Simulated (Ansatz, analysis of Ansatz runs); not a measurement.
# Migration barrier of interstitial H in bcc Nb, hop from a tetrahedral to the next tetrahedral site (PBE), part 2 of 2

Aim: the migration barrier of interstitial H in bcc Nb, hop from a tetrahedral to the next tetrahedral site, to be set beside the measurement. Set-up: PBE, 32-site cell, PBE lattice, 420 eV, k: 4x4x4 Gamma-centred. The model is a cell of 32 host atoms with 1 H put in. The barrier is the energy of the highest image of a climbing band over the relaxed site that the atom leaves. A local or semilocal functional is the cheapest first rung.

Ansatz 0.2.0; PBE, 32-site cell, PBE lattice, 420 eV, k: 4x4x4 Gamma-centred.

So far: The starting structure; Relaxation, charge 0.

### 3. Nudged elastic band

A band of images joins the two ends; its highest image climbs to the saddle, whose energy over the site left is the barrier.

This step: plane-wave PAW DFT, PBE; nudged elastic band between two relaxed defect structures at fixed charge.

neb/input.yaml

```yaml
crystal:
  lattice:
    - [0.0, 6.61676841, 6.61676841]
    - [6.61676841, 0.0, 6.61676841]
    - [6.61676841, 6.61676841, 0.0]
  atoms:
    - { symbol: Nb, position: [-8.8597e-05, -0.000842358, 0.000842358] }
    - { symbol: Nb, position: [0.124497379, 0.123120221, 0.126927894] }
    - { symbol: Nb, position: [0.250454507, 0.249497379, 0.248120221] }
    - { symbol: Nb, position: [0.37650834, 0.37349166, 0.367051248] }
    - { symbol: Nb, position: [-0.001879779, 0.001927894, 0.500454507] }
    - { symbol: Nb, position: [0.124866301, 0.123928787, 0.626447207] }
    - { symbol: Nb, position: [0.24849166, 0.242051248, 0.757948752] }
    - { symbol: Nb, position: [0.375117043, 0.374882957, 0.876105369] }
    - { symbol: Nb, position: [-0.001071213, 0.501447207, -0.000242295] }
    - { symbol: Nb, position: [0.124309177, 0.625690823, 0.124305272] }
    - { symbol: Nb, position: [0.249882957, 0.751105369, 0.248894631] }
    - { symbol: Nb, position: [0.376447207, 0.874757705, 0.374866301] }
    - { symbol: Nb, position: [-0.001105369, 0.500117043, 0.499882957] }
    - { symbol: Nb, position: [0.117051248, 0.632948752, 0.62650834] }
    - { symbol: Nb, position: [0.248552793, 0.751071213, 0.750133699] }
    - { symbol: Nb, position: [0.374545493, 0.873072106, 0.876879779] }
    - { symbol: Nb, position: [0.500690823, -0.000694728, 0.000694728] }
    - { symbol: Nb, position: [0.625088597, 0.124911403, 0.124157642] }
    - { symbol: Nb, position: [0.749757705, 0.249866301, 0.248928787] }
    - { symbol: Nb, position: [0.876927894, 0.375454507, 0.374497379] }
    - { symbol: Nb, position: [0.500133699, 0.000242295, 0.498552793] }
    - { symbol: Nb, position: [0.626105369, 0.123894631, 0.625117043] }
    - { symbol: Nb, position: [0.750694728, 0.249309177, 0.750690823] }
    - { symbol: Nb, position: [0.875242295, 0.373552793, 0.876071213] }
    - { symbol: Nb, position: [0.500502621, 0.499545493, -0.001927894] }
    - { symbol: Nb, position: [0.626071213, 0.625133699, 0.125242295] }
    - { symbol: Nb, position: [0.750842358, 0.750088597, 0.249911403] }
    - { symbol: Nb, position: [0.874305272, 0.875694728, 0.374309177] }
    - { symbol: Nb, position: [0.507948752, 0.50150834, 0.49849166] }
    - { symbol: Nb, position: [0.626879779, 0.625502621, 0.624545493] }
    - { symbol: Nb, position: [0.748072106, 0.751879779, 0.750502621] }
    - { symbol: Nb, position: [0.874157642, 0.875842358, 0.875088597] }
    - { symbol: H, position: [0.3125, 0.4375, 0.5625] }
basis:
  ecutwfc: 420
  xc_grid: 2
hamiltonian:
  xc: pbe
kpoints:
  mp_grid: { grid: [4, 4, 4] }
scf:
  occupations: { method: methfessel_paxton, width: 0.1 }
  max_iter: 120
output:
  forces: true
neb:
  images: 3
  f_tol: 0.04
  climbing: true
  initial_path: idpp
  max_iterations: 45
  order_check: false
  final_atoms:
    - { symbol: Nb, position: [-0.000460217, -0.000573913, 0.000573913] }
    - { symbol: Nb, position: [0.125685008, 0.123241065, 0.126807246] }
[... 1 atom line left out ...]
    - { symbol: Nb, position: [0.383179381, 0.373612525, 0.366930295] }
[... 1 atom line left out ...]
    - { symbol: Nb, position: [0.125113452, 0.124015208, 0.624996224] }
    - { symbol: Nb, position: [0.251738817, 0.242171961, 0.757828039] }
    - { symbol: Nb, position: [0.375364255, 0.373673735, 0.875950391] }
[... 2 atom lines left out ...]
    - { symbol: Nb, position: [0.250347567, 0.751226459, 0.248773541] }
[... 1 atom line left out ...]
    - { symbol: Nb, position: [-0.007718363, 0.501629142, 0.498370858] }
    - { symbol: Nb, position: [0.123722201, 0.633069705, 0.626387475] }
[... 4 atom lines left out ...]
    - { symbol: Nb, position: [0.752158589, 0.249618023, 0.247999398] }
[... 2 atom lines left out ...]
    - { symbol: Nb, position: [0.624988381, 0.124049609, 0.626326265] }
[... 1 atom line left out ...]
    - { symbol: Nb, position: [0.874124884, 0.375003776, 0.875984792] }
[... 4 atom lines left out ...]
    - { symbol: Nb, position: [0.501336135, 0.500237891, 0.499762109] }
[... 3 atom lines left out ...]
    - { symbol: H, position: [0.187730509, 0.437620833, 0.562379167] }
```

The run is started by

```bash
ansatz run input.yaml --threads 4 --pin off --max-ram 14131MiB --backend cpu --events-out ev --progress --plain --runs-dir out
```

Numbers of over 12 decimals in the logs are rounded to 6 here.

What it wrote:

```text
[...]
Warning: neb: disabling space-group detection — the band's intermediate images generally break the endpoint symmetry, so no spatial operation reduces the k-mesh or symmetrises the density, except that a semilocal band can use its path's symmetry ahead of [...]
[...]
NEB image 0
Crystal: 33 atoms, lattice volume = 579.386 Å³
Basis set: ecut = 420 eV, 11311 PW (Γ), exchange–correlation on 128×128×128 points (8 copies of the dense FFT grid, shifted against one another)
Bands: 251, of which v1, the nominal top of the filled ones, is band 209 counted from 1 (208 counted from 0)
Symmetry: 1 space group operations
k-points: 36 of 64 (time reversal used)
[...]
SCF iter   1: F=—  HF=-145689.263123 eV  |F-HF|=—  |Δ(HF+E_count)|=         —  Δρ=3.43e-3  dr2=6.14e-2  ethr=1.77e-3  ⟨swp⟩=6.6  Hψ=36199  notcnv=0
[...]
SCF iter   6: F=-145689.245058 eV  HF=-145689.245058 eV  |F-HF|=6.43e-9  |Δ(HF+E_count)|=   2.01e-7  S|Δr|=    0.00e0  Δρ=1.80e-6  dr2=1.65e-8  ethr=2.40e-11  ⟨swp⟩=4.0  Hψ=27092  notcnv=0
SCF 1 converged in 6 iterations: F = -145689.245058 eV  dr2 = 1.65e-8
[...]
NSCF: frozen V_eff on 36 k-points
NEB image 4
SCF iter   1: F=—  HF=-145689.262866 eV  |F-HF|=—  |Δ(HF+E_count)|=         —  Δρ=3.43e-3  dr2=6.14e-2  ethr=1.77e-3  ⟨swp⟩=6.7  Hψ=35987  notcnv=0
[...]
SCF iter   6: F=-145689.245058 eV  HF=-145689.245058 eV  |F-HF|=6.52e-9  |Δ(HF+E_count)|=   2.13e-7  S|Δr|=    0.00e0  Δρ=1.82e-6  dr2=1.68e-8  ethr=2.40e-11  ⟨swp⟩=4.0  Hψ=27138  notcnv=0
SCF 2 converged in 6 iterations: F = -145689.245058 eV  dr2 = 1.68e-8
[...]
NEB end point (image 0): max|allowed force component| = 1.411e-2 eV/Å (the criterion of neb.relax_end_points is 1.000e-2)
NEB end point (image 4): max|allowed force component| = 1.409e-2 eV/Å (the criterion of neb.relax_end_points is 1.000e-2)
NEB image 1
SCF iter   1: F=—  HF=-145689.130551 eV  |F-HF|=—  |Δ(HF+E_count)|=         —  Δρ=3.53e-3  dr2=8.30e-2  ethr=1.77e-3  ⟨swp⟩=6.7  Hψ=35915  notcnv=0
[...]
SCF iter   6: F=-145689.111153 eV  HF=-145689.111153 eV  |F-HF|=5.73e-9  |Δ(HF+E_count)|=   1.90e-7  S|Δr|=    0.00e0  Δρ=1.92e-6  dr2=1.89e-8  ethr=2.40e-11  ⟨swp⟩=4.0  Hψ=27145  notcnv=0
SCF 3 converged in 6 iterations: F = -145689.111153 eV  dr2 = 1.89e-8
NEB image 2
SCF iter   1: F=—  HF=-145689.016195 eV  |F-HF|=—  |Δ(HF+E_count)|=         —  Δρ=3.60e-3  dr2=1.04e-1  ethr=1.77e-3  ⟨swp⟩=6.7  Hψ=36269  notcnv=0
[...]
SCF iter   6: F=-145688.995018 eV  HF=-145688.995018 eV  |F-HF|=9.66e-9  |Δ(HF+E_count)|=   1.79e-7  S|Δr|=    0.00e0  Δρ=2.24e-6  dr2=2.71e-8  ethr=2.40e-11  ⟨swp⟩=4.0  Hψ=27185  notcnv=0
SCF 4 converged in 6 iterations: F = -145688.995018 eV  dr2 = 2.71e-8
NEB image 3
SCF iter   1: F=—  HF=-145689.130853 eV  |F-HF|=—  |Δ(HF+E_count)|=         —  Δρ=3.52e-3  dr2=8.30e-2  ethr=1.77e-3  ⟨swp⟩=6.7  Hψ=36165  notcnv=0
[...]
SCF iter   6: F=-145689.111153 eV  HF=-145689.111153 eV  |F-HF|=6.43e-9  |Δ(HF+E_count)|=   1.94e-7  S|Δr|=    0.00e0  Δρ=1.95e-6  dr2=2.00e-8  ethr=2.40e-11  ⟨swp⟩=4.0  Hψ=27167  notcnv=0
SCF 5 converged in 6 iterations: F = -145689.111153 eV  dr2 = 2.00e-8
NEB iter   1: max|band force component| = 5.478e-1 eV/Å  barrier→ = 0.2500 eV  barrier← = 0.2500 eV  Δτ_max = 0.1851 Å  (30 SCF iters)
NEB image 1
[...]
SCF iter   7: F=-145689.042476 eV  HF=-145689.042476 eV  |F-HF|=4.66e-10  |Δ(HF+E_count)|=   3.55e-9  S|Δr|=    0.00e0  Δρ=7.23e-7  dr2=2.48e-9  ethr=2.40e-11  ⟨swp⟩=3.1  Hψ=23022  notcnv=0
SCF 6 converged in 7 iterations: F = -145689.042476 eV  dr2 = 2.48e-9
NEB image 2
[...]
SCF iter   1: F=—  HF=-145689.016353 eV  |F-HF|=—  |Δ(HF+E_count)|=         —  Δρ=1.06e-2  dr2=1.69e0  ethr=3.60e-4  ⟨swp⟩=1.1  Hψ=42566  notcnv=0
eigensolver tolerance schedule calibrated: the retry pair's looser diagonalisation under-reported the residual by θ = 0.11 (0.12/decade); [...]
SCF iter   2: F=—  HF=-145688.908400 eV  |F-HF|=—  |Δ(HF+E_count)|=   1.08e-1  S|Δr|=    0.00e0  Δρ=6.00e-3  dr2=4.49e-1  ethr=2.86e-4  ⟨swp⟩=1.0  Hψ=9036  notcnv=0
[...]
SCF iter   7: F=-145688.867282 eV  HF=-145688.867282 eV  |F-HF|=1.19e-9  |Δ(HF+E_count)|=   3.23e-9  S|Δr|=    0.00e0  Δρ=9.40e-7  dr2=4.26e-9  ethr=1.69e-11  ⟨swp⟩=4.0  Hψ=25428  notcnv=0
SCF 7 converged in 7 iterations: F = -145688.867282 eV  dr2 = 4.26e-9
NEB image 3
[...]
SCF iter   7: F=-145689.042468 eV  HF=-145689.042468 eV  |F-HF|=4.07e-10  |Δ(HF+E_count)|=   3.52e-9  S|Δr|=    0.00e0  Δρ=7.23e-7  dr2=2.47e-9  ethr=2.40e-11  ⟨swp⟩=3.1  Hψ=23128  notcnv=0
SCF 8 converged in 7 iterations: F = -145689.042468 eV  dr2 = 2.47e-9
NEB iter   2: max|band force component| = 1.409e0 eV/Å  barrier→ = 0.3778 eV  barrier← = 0.3778 eV  Δτ_max = 0.0933 Å  (21 SCF iters)
NEB image 1
[...]
SCF iter   6: F=-145689.179270 eV  HF=-145689.179270 eV  |F-HF|=2.10e-8  |Δ(HF+E_count)|=   6.32e-8  S|Δr|=    0.00e0  Δρ=3.09e-6  dr2=5.55e-8  ethr=2.40e-11  ⟨swp⟩=2.9  Hψ=30771  notcnv=0
SCF 9 converged in 6 iterations: F = -145689.179270 eV  dr2 = 5.55e-8
NEB image 2
[...]
SCF iter   6: F=-145689.092552 eV  HF=-145689.092552 eV  |F-HF|=4.65e-8  |Δ(HF+E_count)|=   1.04e-7  S|Δr|=    0.00e0  Δρ=3.85e-6  dr2=9.81e-8  ethr=2.40e-11  ⟨swp⟩=3.0  Hψ=32360  notcnv=0
SCF 10 converged in 6 iterations: F = -145689.092552 eV  dr2 = 9.81e-8
NEB image 3
[...]
SCF iter   6: F=-145689.179270 eV  HF=-145689.179270 eV  |F-HF|=2.06e-8  |Δ(HF+E_count)|=   6.48e-8  S|Δr|=    0.00e0  Δρ=3.09e-6  dr2=5.51e-8  ethr=2.40e-11  ⟨swp⟩=3.0  Hψ=30875  notcnv=0
SCF 11 converged in 6 iterations: F = -145689.179270 eV  dr2 = 5.51e-8
NEB iter   3: max|band force component| = 9.652e-2 eV/Å  barrier→ = 0.1525 eV  barrier← = 0.1525 eV  CI = image 2  Δτ_max = 0.0298 Å  (18 SCF iters)
[...]
NEB iter   4: max|band force component| = 2.652e-2 eV/Å  barrier→ = 0.1451 eV  barrier← = 0.1451 eV  CI = image 2  Δτ_max = 0.0168 Å  (16 SCF iters)
NEB image 2
[...]
SCF iter   5: F=-145689.101025 eV  HF=-145689.101025 eV  |F-HF|=5.76e-9  |Δ(HF+E_count)|=   2.66e-8  S|Δr|=    0.00e0  Δρ=1.30e-6  dr2=1.14e-8  ethr=2.40e-11  ⟨swp⟩=3.9  Hψ=25093  notcnv=0
SCF 15 converged in 5 iterations: F = -145689.101025 eV  dr2 = 1.14e-8
NEB image 1
[...]
NEB image 3
[...]
NEB image 2
[...]
NEB iter   5: max|band force component| = 3.052e-2 eV/Å  barrier→ = 0.1440 eV  barrier← = 0.1440 eV  CI = image 2  Δτ_max = 0.0000 Å  (5 SCF iters)
SCF converged after 5 iterations
[...]
Free energy (F): -145689.101025 eV
[...]
Internal energy: -145689.101282 eV  (E = F + TS)
E sigma→0 (E₀):  -145689.101089 eV
Entropy (-TS):   0.000257 eV (0.008 meV/atom)
Fermi energy:    17.707876 eV
[...]
--- Forces (eV/Å), atoms counted from 1 ---
  atom   1  Nb     0.00003521    -0.00466667    -0.00861684
  atom   2  Nb     0.00555170     0.00414819    -0.00414749
  [... 1 atom left out ...]
  atom   4  Nb     0.01389929     0.00169474    -0.00169523
  [... 2 atoms left out ...]
  atom   7  Nb    -0.00009985     0.00182353    -0.00182372
  atom   8  Nb     0.00129497     0.00075162     0.00041324
  [... 2 atoms left out ...]
  atom  11  Nb    -0.00010820    -0.00461458     0.00461435
  [... 1 atom left out ...]
  atom  13  Nb    -0.00001168     0.00030847    -0.00409595
  atom  14  Nb    -0.01328240     0.00154114    -0.00153949
  [... 4 atoms left out ...]
  atom  19  Nb     0.00214962    -0.00960620    -0.00208958
  [... 2 atoms left out ...]
  atom  22  Nb    -0.00127669     0.00033947     0.00051146
  [... 6 atoms left out ...]
  atom  29  Nb    -0.00001075     0.00409593    -0.00030831
  [... 3 atoms left out ...]
  atom  33  H     -0.00229293    -0.00142348     0.00142335
  max |Σ_I F_I| component: 5.47e-6 eV/Å
--- Band table (eV; the first three rows and the last of 36) ---
[...]
[... further k-points left out ...]
this run last wrote the band of iteration 5 to <dir>; this run last wrote the band within `neb.f_tol` of iteration 4 to <dir>
--- NEB band (5 images, 5 band iterations, 90 SCF iterations) ---
  forward barrier  = 0.144033 eV
  backward barrier = 0.144033 eV
  lagrangian_above_aufbau_ev (what the smearing adds, to first order; not taken off the barriers): saddle image -0.000009 eV, end points +0.004197 and +0.004196 eV
  climbing image's point = of an order that was not read
  energies are F+E_penalty+E_count in eV, relative to image 0
  image     s (Å)  Δ vs image 0  max|band force component| (eV/Å)
      0    0.0000      0.000000                                 —
      1    0.3255      0.062374                          3.052e-2
  *   2    0.6510      0.144033                          1.390e-2
      3    0.9764      0.062373                          3.052e-2
      4    1.3019     -0.000000                                 —
  climbing-image geometry (image 2):
  cell:  # Å, volume = 579.3857 Å³
    - [0.0, 6.61676841, 6.61676841]
    - [6.61676841, 0.0, 6.61676841]
    - [6.61676841, 6.61676841, 0.0]
  atoms:
    - { symbol: Nb, position: [0.002426, -0.000973, 0.000969] }
    - { symbol: Nb, position: [0.124415, 0.123811, 0.127590] }
    - { symbol: Nb, position: [0.253014, 0.247514, 0.246948] }
    - { symbol: Nb, position: [0.386513, 0.367619, 0.359585] }
    - { symbol: Nb, position: [-0.003392, 0.005498, 0.501516] }
    - { symbol: Nb, position: [0.126384, 0.125356, 0.624861] }
    - { symbol: Nb, position: [0.250113, 0.243988, 0.756017] }
    - { symbol: Nb, position: [0.373844, 0.375146, 0.874640] }
    - { symbol: Nb, position: [-0.002863, 0.502240, 0.003716] }
    - { symbol: Nb, position: [0.125014, 0.624056, 0.126873] }
    - { symbol: Nb, position: [0.250116, 0.750691, 0.249308] }
    - { symbol: Nb, position: [0.375219, 0.873126, 0.375935] }
    - { symbol: Nb, position: [0.002899, 0.499367, 0.500633] }
    - { symbol: Nb, position: [0.113702, 0.640441, 0.632387] }
    - { symbol: Nb, position: [0.247219, 0.753054, 0.752480] }
    - { symbol: Nb, position: [0.375819, 0.872409, 0.876183] }
    - { symbol: Nb, position: [0.497809, -0.000973, 0.000969] }
    - { symbol: Nb, position: [0.628938, 0.120801, 0.121554] }
    - { symbol: Nb, position: [0.752755, 0.247514, 0.246948] }
    - { symbol: Nb, position: [0.874061, 0.375404, 0.376704] }
    - { symbol: Nb, position: [0.503099, -0.003723, 0.497755] }
    - { symbol: Nb, position: [0.623629, 0.125356, 0.624861] }
    - { symbol: Nb, position: [0.750114, 0.250747, 0.749255] }
    - { symbol: Nb, position: [0.876601, 0.375146, 0.874640] }
    - { symbol: Nb, position: [0.503621, 0.498487, -0.005499] }
    - { symbol: Nb, position: [0.624288, 0.624056, 0.126873] }
    - { symbol: Nb, position: [0.750120, 0.746212, 0.253780] }
    - { symbol: Nb, position: [0.875950, 0.873126, 0.375935] }
    - { symbol: Nb, position: [0.497332, 0.499367, 0.500633] }
    - { symbol: Nb, position: [0.626175, 0.623292, 0.624588] }
    - { symbol: Nb, position: [0.747478, 0.753054, 0.752480] }
    - { symbol: Nb, position: [0.871299, 0.878442, 0.879190] }
    - { symbol: H, position: [0.250093, 0.449844, 0.550201] }
```

The job ended after 51 min (4 threads of Arm Neoverse V1, shared host; peak memory 11 GiB; 3.4 h of CPU time).

In the SCF lines HF is the Harris–Foulkes energy and dr2 the Hartree energy of the density residual, in eV; the loop may stop once dr2 is under the threshold and the program's other checks hold. Hψ counts applications of the Hamiltonian.

Images along the path:

| image | path (Å) | energy (eV) | H33: x, y, z (Å) |
| --- | --- | --- | --- |
| 0 | 0.000 | 0.0000 | 6.617, 5.790, 4.963 |
| 1 | 0.326 | 0.0624 | 6.616, 5.529, 4.851 |
| 2 | 0.651 | 0.1440 | 6.617, 5.295, 4.631 |
| 3 | 0.976 | 0.0624 | 6.616, 5.075, 4.398 |
| 4 | 1.302 | 0.0000 | 6.617, 4.963, 4.138 |

Read from the output:

| Property | Result |
| --- | --- |
| free energy | -145689.1010 eV |
| barrier forward | 0.1440 eV |
| barrier backward | 0.1440 eV |

### 4. Summary of results

| Item | Value |
| --- | --- |
| migration barrier (saddle less minimum) | 0.14 eV |
| energy difference of the two ends | 0.00 eV |
| length of the hop | 1.17 Å |
| time of the whole chain | 61 min on 4 threads |

What this shows: Migration barrier: computed 0.14 eV, measured 0.098 eV and 0.068 eV; 0.05 eV above the nearest measurement. The measured number is an Arrhenius activation energy of long-range diffusion; for H it holds zero-point energy and, in bcc metals near room temperature, tunnelling. One hop between neighbouring sites is computed at the host's lattice.

[Logs are printed without paths, hosts, clocks, repeated set-up lines and the standing remarks that a program may print on its own settings, such as how far it seeks lower states.]

[Hosts, paths, dates, database ids (printed as entryN), source tags and the programs' standing remarks are cut or masked in the printed files.]

[For some hosts the program warned that the k-mesh of the response run may be too coarse for force constants and the static dielectric constant; such warnings are not shown here.]
